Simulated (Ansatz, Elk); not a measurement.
## NaMn: X-ray structure factors from the self-consistent density

Structure refinements treat a crystal as free atoms side by side. For a made-up structure of NaMn (cell and positions from a PBE relaxation) the runs below show what the calculated density changes in F(hkl).

Method: DFT, PBE, all-electron APW+lo, Dirac cores, scalar-relativistic bands, static density, ferromagnetic start, in Elk 11.2.3 (patched build).

This account leaves out most program logs.

The structure was built from a prototype and need not be the compound's stable phase.

### Step 1. Starting point

It takes space group Pm-3m (No. 221, cubic). Conventional cell: a = 3.600 Å, b = 3.600 Å, c = 3.600 Å, α = 90.00°, β = 90.00°, γ = 90.00°. Nearest to Mn lie 8 Na at 3.12 Å. Nearest to Na lie 8 Mn at 3.12 Å. Farther neighbours are not listed.

### Step 2. Ground state and structure factors

An all-electron density is needed, since X-rays see the cores too. Task 0 finds the density and task 195 Fourier-transforms it; tshift is off so that phases refer to the origin typed.

Contents of elk.in:

```
tasks
  0
  195
  196

xctype
  20

spinpol
  .true.

rgkmax
  7.0

gmaxvr
  14.0

lmaxo
  7

lmaxapw
  8

swidth
  0.002

tshift
  .false.

ramdisk
  .false.

hmaxvr
  5.5

maxscl
  120

epspot
  1e-06

reducebf
  0.8

sppath
  './'

avec
  6.80285780510 -0.00000000000 0.00000000000
  -0.00000000000 6.80285780510 0.00000000000
  -0.00000000000 0.00000000000 6.80285780510

atoms
  2
  'Mn.in'
  1
  0.5000000000 0.5000000000 0.5000000000   0.000000 0.000000 -0.210000
  'Na.in'
  1
  0.0000000000 -0.0000000000 -0.0000000000   0.000000 0.000000 0.000000

ngridk
  5 5 5
```

Run with:

```bash
$ OMP_NUM_THREADS=4 elk
```

Run time: 24 s. Hardware: 4 threads of Arm Neoverse V1, shared host; peak memory 0.19 GiB.

SFACRHO.OUT:

```text

h k l indices transformed by vhmat matrix:
   1.000000000       0.000000000       0.000000000    
   0.000000000       1.000000000       0.000000000    
   0.000000000       0.000000000       1.000000000    

      h      k      l  multipl.   |H|            Re(F)            Im(F)           |F|

      0      0      0      1   0.0000000       36.000000     -0.38028925E-18   36.000000    
     -1      0      0      6  0.92360968      -12.062857     -0.11598242E-13   12.062857    
      0     -1      1     12   1.3061813       27.431537      0.14787420E-14   27.431537    
     -1     -1      1      8   1.5997389      -9.9196498     -0.10004423E-13   9.9196498    
     -2      0      0      6   1.8472194       23.658999      0.18726510E-13   23.658999    
      1      0      2     24   2.0652540      -8.7839252      0.33302835E-13   8.7839252    
      1      1      2     24   2.2623724       20.898372     -0.33221378E-13   20.898372    
      0     -2      2     12   2.6123627       18.766603      0.20316524E-14   18.766603    
     -1     -2      2     24   2.7708290      -7.3866114     -0.12778823E-13   7.3866114    
      0     -3      0      6   2.7708290      -7.3844784     -0.27079779E-13   7.3844784    
     -3      0      1     24   2.9207103       17.075855      0.24482522E-13   17.075855    
     -3     -1     -1     24   3.0632668      -6.9221910     -0.27742583E-13   6.9221910    
      2     -2      2      8   3.1994778       15.712272     -0.12698063E-13   15.712272    
      2      3      0     24   3.3301221      -6.5546556      0.25838434E-13   6.5546556    
     -1      2      3     48   3.4558310       14.593992     -0.23752783E-13   14.593992    
      0      4      0      6   3.6944387       13.668409     -0.22416501E-13   13.668409    
     -2      2      3     24   3.8081403      -6.0199553      0.20664113E-13   6.0199553    
      4      0      1     24   3.8081403      -6.0185377      0.23018250E-13   6.0185377
```

Elk indexes on the primitive cell of elk.in and gives |H| = 4π sin θ/λ in inverse bohr. Below, one row stands for each form hkl of the conventional cell (m members, Friedel mates merged), F is for one primitive cell and the density is static (no thermal factor). Free-atom factors are Waasmaier and Kirfel's, and R is Σm||F|−|F'||/Σm|F|.

| hkl | m | sin θ/λ (Å⁻¹) | abs F, DFT | neutral atoms | diff. |
| --- | --- | --- | --- | --- | --- |
| 100 | 6 | 0.139 | 12.063 | 11.988 | +0.075 |
| 110 | 12 | 0.196 | 27.431 | 27.528 | -0.096 |
| 111 | 8 | 0.241 | 9.920 | 9.911 | +0.009 |
| 200 | 6 | 0.278 | 23.659 | 23.697 | -0.038 |
| 210 | 24 | 0.311 | 8.784 | 8.758 | +0.025 |
| 211 | 24 | 0.340 | 20.898 | 20.916 | -0.018 |
| 220 | 12 | 0.393 | 18.767 | 18.774 | -0.007 |
| 221 | 24 | 0.417 | 7.387 | 7.373 | +0.014 |
| 300 | 6 | 0.417 | 7.385 | 7.373 | +0.012 |
| 310 | 24 | 0.439 | 17.076 | 17.076 | +0.000 |
| 311 | 24 | 0.461 | 6.922 | 6.911 | +0.011 |
| 222 | 8 | 0.481 | 15.712 | 15.703 | +0.009 |
| 320 | 24 | 0.501 | 6.555 | 6.543 | +0.012 |
| 321 | 48 | 0.520 | 14.594 | 14.579 | +0.015 |
| 400 | 6 | 0.556 | 13.668 | 13.648 | +0.020 |
| 322 | 24 | 0.573 | 6.020 | 6.003 | +0.017 |
| 410 | 24 | 0.573 | 6.019 | 6.003 | +0.016 |
| 411 | 24 | 0.589 | 12.896 | 12.870 | +0.025 |
| 330 | 12 | 0.589 | 12.896 | 12.870 | +0.025 |
| 331 | 24 | 0.605 | 5.823 | 5.804 | +0.018 |
| 420 | 24 | 0.621 | 12.244 | 12.215 | +0.029 |
| 421 | 48 | 0.636 | 5.659 | 5.641 | +0.018 |

### Step 3. The magnetisation density

The same run holds the spin density, and task 196 transforms it. The order is that of the start, and no other was tried.

SFACMAG_1.OUT:

```text

h k l indices transformed by vhmat matrix:
   1.000000000       0.000000000       0.000000000    
   0.000000000       1.000000000       0.000000000    
   0.000000000       0.000000000       1.000000000    

      h      k      l  multipl.   |H|            Re(F)            Im(F)           |F|

      0      0      0      1   0.0000000       4.2963468     -0.12113097E-18   4.2963468    
     -1      0      0      6  0.92360968      -3.4686806     -0.17746702E-14   3.4686806    
      0     -1      1     12   1.3061813       2.7428964      0.20250605E-15   2.7428964    
     -1     -1      1      8   1.5997389      -2.2046146     -0.12474923E-14   2.2046146    
     -2      0      0      6   1.8472194       1.8376416      0.21202816E-14   1.8376416    
      1      0      2     24   2.0652540      -1.5526456      0.34256879E-14   1.5526456    
      1      1      2     24   2.2623724       1.3242613     -0.30721158E-14   1.3242613    
      0     -2      2     12   2.6123627      0.98199676      0.14765661E-15  0.98199676    
     -1     -2      2     24   2.7708290     -0.85413794     -0.85748824E-15  0.85413794    
      0     -3      0      6   2.7708290     -0.84847697     -0.18194104E-14  0.84847697    
     -3      0      1     24   2.9207103      0.73515184      0.14932835E-14  0.73515184    
     -3     -1     -1     24   3.0632668     -0.64521179     -0.14999071E-14  0.64521179    
      2     -2      2      8   3.1994778      0.56201066     -0.62509813E-15  0.56201066    
      2      3      0     24   3.3301221     -0.49282409      0.11389910E-14  0.49282409    
     -1      2      3     48   3.4558310      0.42721660     -0.94783732E-15  0.42721660    
      0      4      0      6   3.6944387      0.32159150     -0.71501399E-15  0.32159150
```

The total moment is 4.30 μB a cell; sphere moments: Mn1 +4.14, Na2 -0.03 μB. Polarised neutrons measure spin and orbital magnetisation together; without spin-orbit coupling the run gives the spin part. With nearly all of the moment on one atom, abs F_M/F_M(0) is close to a form factor, set here beside ⟨j0⟩ of the free Mn2+ ion, taken for comparison since the valence isn't defined:

| hkl | sin θ/λ (Å⁻¹) | abs F_M (μB) | F_M/F_M(0) | ⟨j0⟩ |
| --- | --- | --- | --- | --- |
| 100 | 0.139 | 3.469 | 0.807 | 0.812 |
| 110 | 0.196 | 2.743 | 0.638 | 0.668 |
| 111 | 0.241 | 2.205 | 0.513 | 0.554 |
| 200 | 0.278 | 1.838 | 0.428 | 0.465 |
| 210 | 0.311 | 1.553 | 0.361 | 0.393 |
| 211 | 0.340 | 1.324 | 0.308 | 0.334 |
| 220 | 0.393 | 0.982 | 0.229 | 0.246 |
| 221 | 0.417 | 0.854 | 0.199 | 0.212 |
| 300 | 0.417 | 0.849 | 0.197 | 0.212 |
| 310 | 0.439 | 0.735 | 0.171 | 0.184 |
| 311 | 0.461 | 0.645 | 0.150 | 0.159 |
| 222 | 0.481 | 0.562 | 0.131 | 0.138 |
| 320 | 0.501 | 0.493 | 0.115 | 0.120 |
| 321 | 0.520 | 0.427 | 0.099 | 0.104 |

### Step 4. The highest occupied states alone

An energy window below the Fermi level keeps the highest occupied states, to see at which angles they scatter; shallow core shells can lie inside it and anion s states outside. No new self-consistency is needed.

Edit elk.in of step 2 so:

```diff
@@ -1,5 +1,3 @@
 tasks
-  0
   195
-  196
 
@@ -44,2 +42,5 @@
 
+wsfac
+  -0.346280 0.394720
+
 sppath
```

Run with:

```bash
$ OMP_NUM_THREADS=4 elk
```

Run time: 3.3 s. Hardware: 4 threads; peak memory 0.16 GiB; 4.1 s of CPU time.

States within 12 eV below the Fermi level hold 8.00 electrons; any levels below the window count with the cores. Their amplitudes can exceed the total, where window and core parts have opposite phase:

| hkl | sin θ/λ (Å⁻¹) | abs F, window | abs F, all |
| --- | --- | --- | --- |
| 100 | 0.139 | 4.270 | 12.063 |
| 110 | 0.196 | 3.115 | 27.431 |
| 111 | 0.241 | 2.544 | 9.920 |
| 200 | 0.278 | 2.151 | 23.659 |
| 210 | 0.311 | 1.785 | 8.784 |
| 211 | 0.340 | 1.584 | 20.898 |
| 220 | 0.393 | 1.198 | 18.767 |
| 221 | 0.417 | 0.984 | 7.387 |
| 300 | 0.417 | 0.981 | 7.385 |
| 310 | 0.439 | 0.919 | 17.076 |

### Step 5. Another functional

The difference from free atoms is small, so it is set against the change that PBEsol makes.

Edit elk.in of step 4 so:

```diff
@@ -1,6 +1,8 @@
 tasks
+  0
   195
+  196
 
 xctype
-  20
+  22
 
@@ -42,5 +44,2 @@
 
-wsfac
-  -0.346280 0.394720
-
 sppath
```

Run with:

```bash
$ OMP_NUM_THREADS=4 elk
```

It took 26 s on 4 threads; peak memory 0.19 GiB; 70 s of CPU time.

Against the first run R = 0.05 %; the largest change is -0.015 at 200. The moment goes from 4.30 to 4.36 μB.

### Step 6. Basis size

The basis and the expansions that go with it are enlarged, to see whether the differences are converged.

Edit elk.in of step 5 so:

```diff
@@ -6,3 +6,3 @@
 xctype
-  22
+  20
 
@@ -12,12 +12,12 @@
 rgkmax
-  7.0
+  8.5
 
 gmaxvr
-  14.0
+  18.0
 
 lmaxo
-  7
+  9
 
 lmaxapw
-  8
+  10
```

Run with:

```bash
$ OMP_NUM_THREADS=4 elk
```

Elapsed: 58 s, on 4 threads; peak memory 0.29 GiB; 2.6 min of CPU time.

Against the first run R = 0.01 %; the largest change is -0.004 at 222. The moment goes from 4.30 to 4.28 μB.

### Step 7. Basis size

A smaller basis shows how fast F responds to it; the change is likely larger than the basis error of the first run, but doesn't show convergence.

Edit elk.in of step 6 so:

```diff
@@ -12,12 +12,12 @@
 rgkmax
-  8.5
+  5.5
 
 gmaxvr
-  18.0
+  14.0
 
 lmaxo
-  9
+  7
 
 lmaxapw
-  10
+  8
```

Run with:

```bash
$ OMP_NUM_THREADS=4 elk
```

It took 25 s on 4 threads; peak memory 0.18 GiB; 67 s of CPU time.

Against the first run R = 0.04 %; the largest change is +0.025 at 220. The moment goes from 4.30 to 4.37 μB.

### Step 8. Settings against the effect

| run | R against the first run (%) | R against neutral atoms, low angle (%) | wall time |
| --- | --- | --- | --- |
| PBE, rgkmax 7 | 0.00 | 0.31 | 24 s |
| PBEsol | 0.05 | 0.34 | 26 s |
| rgkmax 8.5 with larger expansions | 0.01 | 0.30 | 58 s |
| rgkmax 5.5 | 0.04 | 0.32 | 25 s |

### Step 9. Outcome

```json
{
  "R against neutral atoms, sin θ/λ < 0.3 Å⁻¹": "0.31 %",
  "R against neutral atoms, 0.3 to 0.82 Å⁻¹": "0.19 %",
  "magnetic form factor over free-ion ⟨j0⟩, 0.12 to 0.35 Å⁻¹": "0.94"
}
```

What this shows: Independent neutral atoms miss the calculated amplitudes by R = 0.31 % below 0.3 Å⁻¹ and 0.19 % from there to 0.82 Å⁻¹; by shells, 0.62 % below 0.15 Å⁻¹ (1 form), 0.26 % 0.15 to 0.3 (3 forms), 0.10 % 0.3 to 0.45 (6 forms), 0.22 % above 0.45 (29 forms). Bonding, aspherical density and the tables' own atoms all enter these figures, and the runs don't part them. The largest change of an amplitude is -0.10 electrons, at 110. The magnetic order is that of the start. No other order was tried here, and an antiferromagnetic one would change or move the magnetic intensity. Between 0.12 and 0.35 Å⁻¹ the magnetic form factor is 0.94 times the free-ion one. The sphere holds 4.14 of the 4.30 μB; that share, the choice of ion, the size of the d shell and its asphericity all move this ratio. The window's part falls from 8.0 electrons at the origin to at most 0.75 between 0.45 and 0.82 Å⁻¹. Below 0.3 Å⁻¹ the changes that finished (PBEsol, rgkmax 8.5 with larger expansions and rgkmax 5.5) move F by R = 0.07 % at most, against the 0.31 % that separates it from free atoms. The magnetic factors move by R = 0.5 % (PBEsol), 0.3 % (rgkmax 8.5 with larger expansions) and 1.5 % (rgkmax 5.5). The k-mesh has no finished test. Part of the difference isn't bonding: the tables are fits to free atoms and ions calculated by other methods than this functional. Thermal motion, anomalous dispersion and extinction are left out.

[Logs are printed without paths, hosts, clocks, repeated set-up lines and the standing remarks that a program may print on its own settings, such as how far it seeks lower states.]

[Hosts, paths, dates, database ids (printed as entryN), source tags and the programs' standing remarks are cut or masked in the printed files.]
